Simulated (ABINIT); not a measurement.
## A GW chain in ABINIT: BaTiO3 (P4mm)

Wanted: ground state, empty states, screening and self-energy for BaTiO3 (P4mm).

Calculated with ABINIT 10.8.3; PBE and many-body steps on it, plane waves.

This is a report of a sequence of runs, with most program output left out.

### Step 1. The starting structure

The structure is tetragonal, space group P4mm (No. 99). The conventional cell has a = 3.990 Å, b = 3.990 Å, c = 4.023 Å, α = 90.00°, β = 90.00°, γ = 90.00°. Ba has 12 O at 2.80 to 2.87 Å nearest. Nearest to Ti lie 6 O at 1.84 to 2.18 Å. Nearest to O lie 2 Ti at 1.84 to 2.18 Å and 4 Ba at 2.82 Å. Nearest to O lie 2 Ti at 2.00 Å and 4 Ba at 2.80 to 2.87 Å. Farther neighbours and most contacts between anions are not listed.

As a file:

```cif
data_structure
_symmetry_space_group_name_H-M 'P4mm'
_symmetry_Int_Tables_number 99
_cell_length_a 3.9905
_cell_length_b 3.9905
_cell_length_c 4.0230
_cell_angle_alpha 90.000
_cell_angle_beta 90.000
_cell_angle_gamma 90.000
_cell_volume 64.06
loop_
_atom_site_label
_atom_site_type_symbol
_atom_site_symmetry_multiplicity
_atom_site_Wyckoff_symbol
_atom_site_fract_x
_atom_site_fract_y
_atom_site_fract_z
_atom_site_occupancy
Ba1 Ba 1 a 0.00000 0.00000 0.00000 1
Ti1 Ti 1 b 0.50000 0.50000 0.52200 1
O1 O 1 b 0.50000 0.50000 0.97900 1
O2 O 2 c 0.50000 0.00000 0.48800 1
```

The cell and positions come from the Crystallography Open Database and are kept as given unless a step says otherwise.

### Step 2. Ground state

This step: ABINIT 10.8.3; DFT, PBE with spin-orbit coupling, plane waves, norm-conserving pseudopotentials.

The ground-state density comes first.

File run.abi:

```
acell 3*1.0 Angstrom
rprim 
  3.990480000000 0.000000000000 0.000000000000
  0.000000000000 3.990480000000 0.000000000000
  0.000000000000 0.000000000000 4.023030000000
ntypat 3
znucl 56 22 8
natom 5
typat 1 2 3 3 3
xred 
  0.000000000000 0.000000000000 0.000000000000
  0.500000000000 0.500000000000 0.522000000000
  0.500000000000 0.500000000000 0.979000000000
  0.500000000000 0.000000000000 0.488000000000
  0.000000000000 0.500000000000 0.488000000000
pp_dirpath "pseudos"
pseudos "Ba.upf, Ti.upf, O.upf"
ecut 38
nspinor 2
ngkpt 4 4 4
nshiftk 1
shiftk 0 0 0
kptopt 1
chksymbreak 0
nband 52
occopt 1
tolvrs 1e-10
nstep 60
prtwf 0
optforces 0
optstress 0
indata_prefix "in"
outdata_prefix "out"
tmpdata_prefix "tmp"
```

Run with:

```sh
> OMP_NUM_THREADS=1 mpirun -n 4 abinit run.abi > log
```

Wall time 3.5 min (4 MPI ranks of Arm Neoverse V2, shared host); peak memory 0.48 GiB.

Numbers from this step:

- total energy: -3738.6257 eV
- gap: 1.845 eV
- k of the valence top: 0.5, 0.5, 0.5
- k of the conduction bottom: 0, 0, 0
- least direct gap: 2.172 eV

The gap is indirect, with the least direct gap 0.33 eV higher.

### Step 3. Bands along the symmetry lines

The cheap functional maps the bands first; the places of the edges decide which points the dearer methods must see.

File run.abi:

```
acell 3*1.0 Angstrom
rprim 
  3.990480000000 0.000000000000 0.000000000000
  0.000000000000 3.990480000000 0.000000000000
  0.000000000000 0.000000000000 4.023030000000
ntypat 3
znucl 56 22 8
natom 5
typat 1 2 3 3 3
xred 
  0.000000000000 0.000000000000 0.000000000000
  0.500000000000 0.500000000000 0.522000000000
  0.500000000000 0.500000000000 0.979000000000
  0.500000000000 0.000000000000 0.488000000000
  0.000000000000 0.500000000000 0.488000000000
pp_dirpath "pseudos"
pseudos "Ba.upf, Ti.upf, O.upf"
ecut 38
nspinor 2
iscf -2
irdden 1
kptopt 0
nkpt 39
kpt 
  0.00000000 0.00000000 0.00000000
  0.00000000 0.12500000 0.00000000
  0.00000000 0.25000000 0.00000000
  0.00000000 0.37500000 0.00000000
  0.00000000 0.50000000 0.00000000
  0.12500000 0.50000000 0.00000000
  0.25000000 0.50000000 0.00000000
  0.37500000 0.50000000 0.00000000
  0.50000000 0.50000000 0.00000000
  0.37500000 0.37500000 0.00000000
  0.25000000 0.25000000 0.00000000
  0.12500000 0.12500000 0.00000000
  0.00000000 0.00000000 0.00000000
  0.00000000 0.00000000 0.12500000
  0.00000000 0.00000000 0.25000000
  0.00000000 0.00000000 0.37500000
  0.00000000 0.00000000 0.50000000
  0.00000000 0.12500000 0.50000000
  0.00000000 0.25000000 0.50000000
  0.00000000 0.37500000 0.50000000
  0.00000000 0.50000000 0.50000000
  0.12500000 0.50000000 0.50000000
  0.25000000 0.50000000 0.50000000
  0.37500000 0.50000000 0.50000000
  0.50000000 0.50000000 0.50000000
  0.37500000 0.37500000 0.50000000
  0.25000000 0.25000000 0.50000000
  0.12500000 0.12500000 0.50000000
  0.00000000 0.00000000 0.50000000
  0.00000000 0.50000000 0.00000000
  0.00000000 0.50000000 0.12500000
  0.00000000 0.50000000 0.25000000
  0.00000000 0.50000000 0.37500000
  0.00000000 0.50000000 0.50000000
  0.50000000 0.50000000 0.00000000
  0.50000000 0.50000000 0.12500000
  0.50000000 0.50000000 0.25000000
  0.50000000 0.50000000 0.37500000
  0.50000000 0.50000000 0.50000000
istwfk *1
nband 56
nbdbuf 6
tolwfr 1e-08
nstep 40
prtwf 0
prtvol 0
indata_prefix "in"
outdata_prefix "out"
tmpdata_prefix "tmp"
```

It took 4 min on 4 MPI ranks; peak memory 0.62 GiB; 16 min of CPU time.

Numbers from this step:

| Quantity | Value |
| --- | --- |
| gap | 1.845 eV |
| k of the valence top | 0.5, 0.5, 0.5 |
| k of the conduction bottom | 0, 0, 0 |
| least direct gap | 2.172 eV |

The gap is 1.845 eV, as in the run before at this level.

Electronic bands along the path, in eV, zero at the top of the highest filled band:

```tsv
point	band 37	band 38	band 39	band 40	band 41	band 42	band 43	band 44
Γ	-0.36	-0.36	-0.33	-0.33	1.85	1.85	2.20	2.20
halfway	-0.82	-0.81	-0.67	-0.65	2.27	2.27	2.79	2.80
X	-1.13	-1.13	-0.96	-0.96	2.34	2.34	3.56	3.56
halfway	-1.13	-1.10	-0.50	-0.50	2.89	2.91	3.63	3.65
M	-1.01	-1.01	-0.07	-0.07	3.65	3.65	3.67	3.67
halfway	-0.94	-0.92	-0.51	-0.50	2.74	2.77	2.97	2.98
Γ	-0.36	-0.36	-0.33	-0.33	1.85	1.85	2.20	2.20
halfway	-0.57	-0.57	-0.52	-0.52	1.92	1.92	2.97	2.97
Z	-0.73	-0.73	-0.69	-0.69	2.00	2.00	3.66	3.66
halfway	-1.11	-1.09	-0.66	-0.66	2.86	2.86	3.68	3.68
R	-0.83	-0.83	-0.25	-0.25	3.60	3.60	3.69	3.69
halfway	-0.53	-0.52	-0.21	-0.21	3.89	3.89	3.91	3.91
A	-0.17	-0.17	0.00	0.00	4.24	4.24	4.25	4.25
halfway	-0.72	-0.72	-0.66	-0.65	3.35	3.36	3.80	3.80
Z	-0.73	-0.73	-0.69	-0.69	2.00	2.00	3.66	3.66
jump to X	-1.13	-1.13	-0.96	-0.96	2.34	2.34	3.56	3.56
halfway	-1.21	-1.21	-0.64	-0.64	3.04	3.04	3.58	3.58
R	-0.83	-0.83	-0.25	-0.25	3.60	3.60	3.69	3.69
jump to M	-1.01	-1.01	-0.07	-0.07	3.65	3.65	3.67	3.67
halfway	-0.70	-0.70	-0.04	-0.04	3.93	3.93	3.94	3.94
A	-0.17	-0.17	0.00	0.00	4.24	4.24	4.25	4.25
```

### Step 4. Empty states on the mesh, 2×2×2 mesh, 112 bands

The sums over transitions need many empty states on a uniform mesh; this step solves for them.

File run.abi:

```
acell 3*1.0 Angstrom
rprim 
  3.990480000000 0.000000000000 0.000000000000
  0.000000000000 3.990480000000 0.000000000000
  0.000000000000 0.000000000000 4.023030000000
ntypat 3
znucl 56 22 8
natom 5
typat 1 2 3 3 3
xred 
  0.000000000000 0.000000000000 0.000000000000
  0.500000000000 0.500000000000 0.522000000000
  0.500000000000 0.500000000000 0.979000000000
  0.500000000000 0.000000000000 0.488000000000
  0.000000000000 0.500000000000 0.488000000000
pp_dirpath "pseudos"
pseudos "Ba.upf, Ti.upf, O.upf"
ecut 38
nspinor 2
ngkpt 2 2 2
nshiftk 1
shiftk 0 0 0
kptopt 1
chksymbreak 0
iscf -2
irdden 1
istwfk *1
nband 112
nbdbuf 10
tolwfr 1e-09
nstep 60
prtvol 0
indata_prefix "in"
outdata_prefix "out"
tmpdata_prefix "tmp"
```

Elapsed: 83 s, on 4 MPI ranks; peak memory 0.41 GiB; 5.5 min of CPU time.

Numbers from this step:

* gap: 1.845 eV
* k of the valence top: 0.5, 0.5, 0.5
* k of the conduction bottom: 0, 0, 0
* least direct gap: 2.172 eV
* k points computed: 6
* lowest point of the top converged band, above the valence top: 28.36 eV

On this mesh the gap is 1.845 eV.

### Step 5. Screening, 2×2×2 mesh, 102 bands, screening to 98 eV

The RPA dielectric matrix is built and inverted for each q.

This step: RPA screening on PBE with spin-orbit coupling, plane waves, norm-conserving pseudopotentials.

run.abi, as its differences from that of step 4:

```diff
@@ -24,10 +24,11 @@
 chksymbreak 0
-iscf -2
-irdden 1
 istwfk *1
-nband 112
-nbdbuf 10
-tolwfr 1e-09
-nstep 60
-prtvol 0
+occopt 1
+irdwfk 1
+optdriver 3
+nband 102
+ecuteps 3.6
+inclvkb 0
+awtr 1
+symchi 1
 indata_prefix "in"
```

Wall time 21 s (4 MPI ranks); peak memory 1.2 GiB.

This step gave:

* ε∞ with local fields, on this mesh, along the program's q direction: 8.903
* the same without local fields: 9.784
* plasma frequency: 29.34 eV
* plane waves in the screening matrix: 147

Local fields lower ε∞ by 9 %. On a Γ-centred mesh this coarse the value itself is usually too large, while a short band sum pulls it down.

### Step 6. Self-energy, 2×2×2 mesh, 102 bands, screening to 98 eV

The self-energy is evaluated for the states that the input lists, and the levels follow from it, in one-shot runs by the linearised quasiparticle equation.

This step: G0W0 on PBE with spin-orbit coupling, plane waves, norm-conserving pseudopotentials.

run.abi, as its differences from that of step 5:

```diff
@@ -27,8 +27,17 @@
 irdwfk 1
-optdriver 3
+optdriver 4
 nband 102
+gwcalctyp 0
+ecutsigx 38
+symsigma 0
+nkptgw 2
+kptgw 
+  0.5000000000 0.5000000000 0.5000000000
+  0.0000000000 0.0000000000 0.0000000000
+bdgw 
+  37 44
+  37 44
 ecuteps 3.6
-inclvkb 0
-awtr 1
-symchi 1
+irdscr 1
+ppmodel 1
 indata_prefix "in"
```

Elapsed: 15 s, on 4 MPI ranks; peak memory 1.4 GiB; 60 s of CPU time.

This step gave:

| Property | Result |
| --- | --- |
| G0W0 gap on the points computed | 3.361 eV |
| starting gap on the mesh | 1.845 eV |
| k of the valence top | 0.5, 0.5, 0.5 |
| k of the conduction bottom | 0, 0, 0 |
| Z at the valence top | 0.764 |
| Z at the conduction bottom | 0.78 |
| least direct G0W0 gap on the computed points | 3.724 eV |

The gap on the mesh goes from 1.85 eV to 3.36 eV, a correction of +1.52 eV.

Limits: finite bands, cutoff and mesh; screening head approximate; coarse k mesh. v1 is the top filled band, c1 the lowest empty one. Levels before and after the correction, in eV, zero at the valence-band top of each column:

```tsv
	conduction bottom	valence top
Kohn-Sham	1.85	0.00
G0W0	3.36	0.00
```

```tsv
	level	energy (eV)
Kohn-Sham	(0.5 0.5 0.5) v3	-0.170
Kohn-Sham	(0.5 0.5 0.5) v2-v1	0.000
Kohn-Sham	(0.5 0.5 0.5) c1-c2	4.241
Kohn-Sham	(0.5 0.5 0.5) c3	4.252
Kohn-Sham	Γ v3	-0.362
Kohn-Sham	Γ v2-v1	-0.326
Kohn-Sham	Γ c1-c2	1.845
Kohn-Sham	Γ c3	2.203
G0W0	(0.5 0.5 0.5) v3	-0.186
G0W0	(0.5 0.5 0.5) v2-v1	0.000
G0W0	(0.5 0.5 0.5) c1-c2	6.024
G0W0	(0.5 0.5 0.5) c3	6.032
G0W0	Γ v3	-0.398
G0W0	Γ v2-v1	-0.363
G0W0	Γ c1-c2	3.361
G0W0	Γ c3	3.727
```

### Step 7. Where the time went

Times are wall times on 4 MPI ranks of Arm Neoverse V2, shared host, good to a factor of about two.

```tsv
step	time	share	memory (GiB)
ground state	3.5 min	37 %	0.48
bands along the symmetry lines	4 min	42 %	0.62
empty states on the mesh	83 s	15 %	0.41
screening	21 s	4 %	1.2
self-energy	15 s	3 %	1.4
```

### Step 8. Summary of results

```yaml
pbe_gap: 1.85 eV, indirect
g0w0_gap_on_the_mesh: 3.36 eV
gw_settings: 2×2×2 mesh, 102 bands, screening to 98 eV, Godby-Needs plasmon pole
known_limits: not at the basis limit; screening head approximate; coarse k mesh
```

In words: G0W0 moves the gap on the mesh from 1.85 eV to 3.36 eV (+1.52 eV), with Z of 0.76 and 0.78 at the edges. Local fields lower the RPA ε∞ on this mesh from 9.78 to 8.90; a Γ-centred mesh this coarse tends to raise both, most where the direct gap is narrow, while a short band sum lowers them. Only 2 of the mesh's irreducible points were corrected, so a valley elsewhere could overtake. Bands and cutoff are finite, so the gap is not at the basis limit. The miss can reach some tenths of an eV and take either sign; the mesh is an error of its own. In the G0W0 run levels were corrected at 2 k points alone, so a gap called «on the mesh» is the least over those, and an edge elsewhere would be missed. The 2×2×2 mesh is coarse for this cell, which bears on the long-range parts of exchange and screening. The long-wavelength limit of the screening leaves out the non-local commutator, which shifts ε∞.

[Paths, hosts, dates, memory and timing lines, banners, echoed tables and standing remarks are left out of the program output.]

[Logs are printed without paths, hosts, clocks, repeated set-up lines and the standing remarks that a program may print on its own settings, such as how far it seeks lower states.]

[Runs of the session that timed out or met a known fault of the program may be left out.]

[Hosts, paths, dates, database ids (printed as entryN), source tags and the programs' standing remarks are cut or masked in the printed files.]

[G0W0 gaps are taken among the corrected bands and points alone; a level outside them can change the order at an edge.]

[Where Ansatz stands beside ABINIT at settings called matched, ABINIT's density can come from a denser mesh and the files from another edition; pairs whose starting gaps differed by over 0.03 eV were left out, so agreement reads better than it is.]
